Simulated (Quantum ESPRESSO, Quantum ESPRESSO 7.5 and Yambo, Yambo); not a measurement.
# Beyond one shot: CdF2 (Fm-3m)

How far does self-consistency move the gap of CdF2 (Fm-3m)?

Main program and level: Quantum ESPRESSO 7.5 and Yambo 5.3.0; PBE and many-body steps on it, plane waves.

Report form: the programs' logs are mostly left out.

## 1. The structure

It takes space group Fm-3m (No. 225, cubic). The conventional cell has a = 5.388 Å, b = 5.388 Å, c = 5.388 Å, α = 90.00°, β = 90.00°, γ = 90.00°. Nearest to Cd lie 8 F at 2.33 Å. Nearest to F lie 4 Cd at 2.33 Å. Farther neighbours and most contacts between anions are not listed.

The cell and positions come from the Crystallography Open Database and are kept as given unless a step says otherwise.

## 2. Empty states on the mesh, 4×4×4 mesh, 141 bands

This step: Quantum ESPRESSO 7.5; DFT, PBE, plane waves, norm-conserving pseudopotentials.

The sums over transitions need many empty states on a uniform mesh; this step solves for them.

The input, pw.in:

```
&control
  calculation = 'nscf'
  prefix = 'x'
  outdir = 'o'
  pseudo_dir = 'pseudo'
/
&system
  ibrav = 0
  nat = 3
  ntyp = 2
  ecutwfc = 94.0
  nbnd = 141
  force_symmorphic = .true.
/
&electrons
  conv_thr = 1e-9
  electron_maxstep = 80
  diago_full_acc = .true.
  diago_thr_init = 5e-6
/
ATOMIC_SPECIES
  Cd 112.41 Cd.upf
  F 18.998 F.upf
CELL_PARAMETERS angstrom
  0.0000000000 2.6940000000 2.6940000000
  2.6940000000 0.0000000000 2.6940000000
  2.6940000000 2.6940000000 -0.0000000000
ATOMIC_POSITIONS crystal
  Cd 0.0000000000 0.0000000000 0.0000000000
  F 0.2500000000 0.2500000000 0.2500000000
  F 0.7500000000 0.7500000000 0.7500000000
K_POINTS automatic
  4 4 4 0 0 0
```

Run with:

```bash
> OMP_NUM_THREADS=1 mpirun -n 4 pw.x -nk 4 -in pw.in > pw.out
```

Wall time 16 s (4 MPI ranks of Intel Xeon Platinum 8259CL at 2.50GHz (Skylake/Cascade Lake), shared host); peak memory 0.43 GiB; 62 s of CPU time.

This step gave:

```yaml
gap: 3.124 eV
k_of_the_valence_top: 0.25, -0.5, -0.25
k_of_the_conduction_bottom: 0, 0, 0
least_direct_gap: 3.619 eV
k_points_computed: 8
lowest_point_of_the_top_converged_band_above_the_valence_top: 119.0349 eV
```

On this mesh the gap is 3.124 eV.

The density comes from a self-consistent run that is not shown.

## 3. Conversion and set-up

This step: Yambo 5.3.0; conversion and set-up on PBE, plane waves, norm-conserving pseudopotentials.

The states are converted to the many-body program's format and the q mesh is built.

Run with:

```bash
> (cd o/x.save; p2y > p2y.log; mv SAVE ../..); yambo > setup.log
```

The job ended after 5 s (1 MPI rank; peak memory 0.25 GiB).

## 4. G0W0

Now the one-shot GW correction: screening in the RPA, then the self-energy of the levels asked for.

This step: G0W0 on PBE, plane waves, norm-conserving pseudopotentials.

The input, gw1.in:

```
HF_and_locXC
gw0
dyson
ppa
em1d
rim_cut
RandQpts= 1000000
RandGvec= 1 RL
EXXRLvcs= 94 Ry
VXCRLvcs= 376 Ry
Chimod= "HARTREE"
% BndsRnXp
 1 | 141 |
%
NGsBlkXp= 15 Ry
% LongDrXp
 1 | 1 | 1 |
%
% GbndRnge
 1 | 141 |
%
DysSolver= "n"
ExtendOut
PPAPntXp= 27.21138 eV
% QPkrange
 8 | 8 | 16 | 19 |
 1 | 1 | 16 | 19 |
%
```

Run with:

```bash
> OMP_NUM_THREADS=1 mpirun -n 4 yambo -F gw1.in -J gw1 -C gw1 > gw1.log
```

Run time: 6.3 min. Hardware: 4 MPI ranks; peak memory 1.8 GiB; 25 min of CPU time.

Numbers from this step:

```yaml
g0w0_gap_on_the_points_computed: 5.343 eV
starting_gap_on_the_mesh: 3.124 eV
k_of_the_valence_top: 0.25, -0.5, -0.25
k_of_the_conduction_bottom: 0, 0, 0
least_direct_g0w0_gap_on_the_computed_points: 6.106 eV
z_at_the_valence_top: 0.7954
z_at_the_conduction_bottom: 0.8693
```

The gap on the mesh goes from 3.12 eV to 5.34 eV, a correction of +2.22 eV.

## 5. evGW0, cycle 1

This step: evGW0 on PBE, plane waves, norm-conserving pseudopotentials.

gw3.in, as its differences from gw1.in of step 4:

```diff
@@ -25,4 +25,4 @@
 % QPkrange
- 8 | 8 | 16 | 19 |
- 1 | 1 | 16 | 19 |
+ 1 | 8 | 15 | 20 |
 %
+GfnQPdb= "E < ./gw2/ndb.QP"
```

Run with:

```bash
> OMP_NUM_THREADS=1 mpirun -n 4 yambo -F gw3.in -J gw3,gw1_W -C gw3 > gw3.log
```

It took 12 min on 4 MPI ranks; peak memory 1.8 GiB; 48 min of CPU time.

This step gave:

```yaml
quasiparticle_gap_on_the_mesh: 5.601 eV
gap_of_the_density_functional_on_the_mesh: 3.124 eV
k_of_the_valence_top: 0.25, -0.5, -0.25
k_of_the_conduction_bottom: 0, 0, 0
least_direct_quasiparticle_gap_on_the_computed_points: 6.390 eV
z_at_the_valence_top: 0.7998
z_at_the_conduction_bottom: 0.8830
```

Against G0W0 in Yambo (4×4×4 mesh, 141 bands, screening to 204.1 eV, Godby-Needs plasmon pole), the gap moves by +0.258 eV.

The program's own table gives 5.861 eV, which is too large where the input levels are shifted: this version takes Σc at the unshifted level E₀, yet steps from the shifted one. The value above is the Newton step from E₀, E₀ + Z(Σc + Σx − Vxc), rebuilt from the printed columns.

## 6. evGW0, cycle 2

The corrected levels of the last cycle go back in.

gw4.in, as its differences from gw3.in of step 5:

```diff
@@ -27,2 +27,2 @@
 %
-GfnQPdb= "E < ./gw2/ndb.QP"
+GfnQPdb= "E < ./gw3_fix/ndb.QP"
```

Run with:

```bash
> OMP_NUM_THREADS=1 mpirun -n 4 yambo -F gw4.in -J gw4,gw1_W -C gw4 > gw4.log
```

It took 11 min on 4 MPI ranks; peak memory 1.8 GiB.

This step gave:

| Property | Result |
| --- | --- |
| quasiparticle gap on the mesh | 5.628 eV |
| gap of the density functional on the mesh | 3.124 eV |
| k of the valence top | 0.25, -0.5, -0.25 |
| k of the conduction bottom | 0, 0, 0 |
| least direct quasiparticle gap on the computed points | 6.419 eV |

Against the cycle before, the gap moves by +0.027 eV.

The program's own table gives 5.915 eV, which is too large where the input levels are shifted: this version takes Σc at the unshifted level E₀, yet steps from the shifted one. The value above is the Newton step from E₀, E₀ + Z(Σc + Σx − Vxc), rebuilt from the printed columns.

## 7. evGW0, cycle 3

gw5.in, as its differences from gw4.in of step 6:

```diff
@@ -27,2 +27,2 @@
 %
-GfnQPdb= "E < ./gw3_fix/ndb.QP"
+GfnQPdb= "E < ./gw4_fix/ndb.QP"
```

Run with:

```bash
> OMP_NUM_THREADS=1 mpirun -n 4 yambo -F gw5.in -J gw5,gw1_W -C gw5 > gw5.log
```

Wall time 11 min (4 MPI ranks); peak memory 1.8 GiB; 45 min of CPU time.

This step gave:

- quasiparticle gap on the mesh: 5.631 eV
- gap of the density functional on the mesh: 3.124 eV
- k of the valence top: 0.25, -0.5, -0.25
- k of the conduction bottom: 0, 0, 0
- least direct quasiparticle gap on the computed points: 6.422 eV

Against the cycle before, the gap moves by +0.003 eV.

The program's own table gives 5.920 eV, which is too large where the input levels are shifted: this version takes Σc at the unshifted level E₀, yet steps from the shifted one. The value above is the Newton step from E₀, E₀ + Z(Σc + Σx − Vxc), rebuilt from the printed columns.

## 8. evGW, cycle 1

This step: evGW on PBE, plane waves, norm-conserving pseudopotentials.

gw6.in, as its differences from gw5.in of step 7:

```diff
@@ -27,2 +27,3 @@
 %
-GfnQPdb= "E < ./gw4_fix/ndb.QP"
+GfnQPdb= "E < ./gw2/ndb.QP"
+XfnQPdb= "E < ./gw2/ndb.QP"
```

Run with:

```bash
> OMP_NUM_THREADS=1 mpirun -n 4 yambo -F gw6.in -J gw6 -C gw6 > gw6.log
```

It took 16 min on 4 MPI ranks; peak memory 1.8 GiB; 62 min of CPU time.

Numbers from this step:

```
quasiparticle gap on the mesh                         : 6.180 eV
gap of the density functional on the mesh             : 3.124 eV
k of the valence top                                  : 0.25, -0.5, -0.25
k of the conduction bottom                            : 0, 0, 0
least direct quasiparticle gap on the computed points : 6.967 eV
```

Against G0W0 in Yambo (4×4×4 mesh, 141 bands, screening to 204.1 eV, Godby-Needs plasmon pole), the gap moves by +0.837 eV.

The program's own table gives 6.406 eV, which is too large where the input levels are shifted: this version takes Σc at the unshifted level E₀, yet steps from the shifted one. The value above is the Newton step from E₀, E₀ + Z(Σc + Σx − Vxc), rebuilt from the printed columns.

## 9. evGW, cycle 2

gw7.in, as its differences from gw6.in of step 8:

```diff
@@ -27,3 +27,3 @@
 %
-GfnQPdb= "E < ./gw2/ndb.QP"
-XfnQPdb= "E < ./gw2/ndb.QP"
+GfnQPdb= "E < ./gw6_fix/ndb.QP"
+XfnQPdb= "E < ./gw6_fix/ndb.QP"
```

Run with:

```bash
> OMP_NUM_THREADS=1 mpirun -n 4 yambo -F gw7.in -J gw7 -C gw7 > gw7.log
```

The job ended after 16 min (4 MPI ranks; peak memory 1.8 GiB).

Numbers from this step:

- quasiparticle gap on the mesh: 6.426 eV
- gap of the density functional on the mesh: 3.124 eV
- k of the valence top: 0.25, -0.5, -0.25
- k of the conduction bottom: 0, 0, 0
- least direct quasiparticle gap on the computed points: 7.216 eV

Against the cycle before, the gap moves by +0.245 eV.

The program's own table gives 6.713 eV, which is too large where the input levels are shifted: this version takes Σc at the unshifted level E₀, yet steps from the shifted one. The value above is the Newton step from E₀, E₀ + Z(Σc + Σx − Vxc), rebuilt from the printed columns.

## 10. evGW, cycle 3

gw8.in, as its differences from gw7.in of step 9:

```diff
@@ -27,3 +27,3 @@
 %
-GfnQPdb= "E < ./gw6_fix/ndb.QP"
-XfnQPdb= "E < ./gw6_fix/ndb.QP"
+GfnQPdb= "E < ./gw7_fix/ndb.QP"
+XfnQPdb= "E < ./gw7_fix/ndb.QP"
```

Run with:

```bash
> OMP_NUM_THREADS=1 mpirun -n 4 yambo -F gw8.in -J gw8 -C gw8 > gw8.log
```

Wall time 16 min (4 MPI ranks); peak memory 1.9 GiB.

Numbers from this step:

```yaml
quasiparticle_gap_on_the_mesh: 6.493 eV
gap_of_the_density_functional_on_the_mesh: 3.124 eV
k_of_the_valence_top: 0.25, -0.5, -0.25
k_of_the_conduction_bottom: 0, 0, 0
least_direct_quasiparticle_gap_on_the_computed_points: 7.284 eV
```

Against the cycle before, the gap moves by +0.067 eV.

The program's own table gives 6.797 eV, which is too large where the input levels are shifted: this version takes Σc at the unshifted level E₀, yet steps from the shifted one. The value above is the Newton step from E₀, E₀ + Z(Σc + Σx − Vxc), rebuilt from the printed columns.

## 11. Side by side

Times are wall times on 4 MPI ranks of Intel Xeon Platinum 8259CL at 2.50GHz (Skylake/Cascade Lake), shared host. The host was busy with other work, so they are no guide to cost.

| run | mesh | bands | screening cutoff (eV) | DFT gap (eV) | gap on the mesh (eV) | direct (eV) | time |
| --- | --- | --- | --- | --- | --- | --- | --- |
| G0W0 | 4×4×4 | 141 | 204.1 | 3.124 | 5.343 | 6.106 | 6.3 min |
| evGW0, cycle 1 | 4×4×4 | 141 | 204.1 | 3.124 | 5.601 | 6.390 | 12 min |
| evGW0, cycle 2 | 4×4×4 | 141 | 204.1 | 3.124 | 5.628 | 6.419 | 11 min |
| evGW0, cycle 3 | 4×4×4 | 141 | 204.1 | 3.124 | 5.631 | 6.422 | 11 min |
| evGW, cycle 1 | 4×4×4 | 141 | 204.1 | 3.124 | 6.180 | 6.967 | 16 min |
| evGW, cycle 2 | 4×4×4 | 141 | 204.1 | 3.124 | 6.426 | 7.216 | 16 min |
| evGW, cycle 3 | 4×4×4 | 141 | 204.1 | 3.124 | 6.493 | 7.284 | 16 min |

## 12. Summary of results

```yaml
g0w0: 5.343 eV
evgw0_cycle_1: 5.601 eV
evgw0_cycle_2: 5.628 eV
evgw0_cycle_3: 5.631 eV
evgw_cycle_1: 6.180 eV
evgw_cycle_2: 6.426 eV
evgw_cycle_3: 6.493 eV
known_limits: not at the basis limit; d shell near the gap, gap tends to lie low; no spin-orbit coupling; coarse k mesh
```

In words: evGW0 ends at 5.63 eV, +0.29 eV from G0W0, after 3 cycles that took 34 min beside the first screening; the last moved the gap by 0.003 eV. evGW ends at 6.49 eV, +1.15 eV from G0W0, after 3 cycles that took 47 min beside the first screening; the last moved the gap by 0.067 eV, so the loop had not settled. Bands and cutoff are finite, so the gap is not at the basis limit. The miss can reach some tenths of an eV and take either sign; the mesh is an error of its own. The 4×4×4 mesh is coarse for this cell, which bears on the long-range parts of exchange and screening. A d shell, filled or nearly so, lies near the gap. One-shot GW converges very slowly in bands there, not always from below, and on a semilocal start the gap tends to come out low; starts rich in exact exchange can overshoot instead. The many-body steps are scalar-relativistic: spin-orbit coupling is not in them.

[Paths, hosts, dates, memory and timing lines, banners, echoed tables and standing remarks are left out of the program output.]

[Logs are printed without paths, hosts, clocks, repeated set-up lines and the standing remarks that a program may print on its own settings, such as how far it seeks lower states.]

[Runs of the session that timed out or met a known fault of the program may be left out.]

[Hosts, paths, dates, database ids (printed as entryN), source tags and the programs' standing remarks are cut or masked in the printed files.]
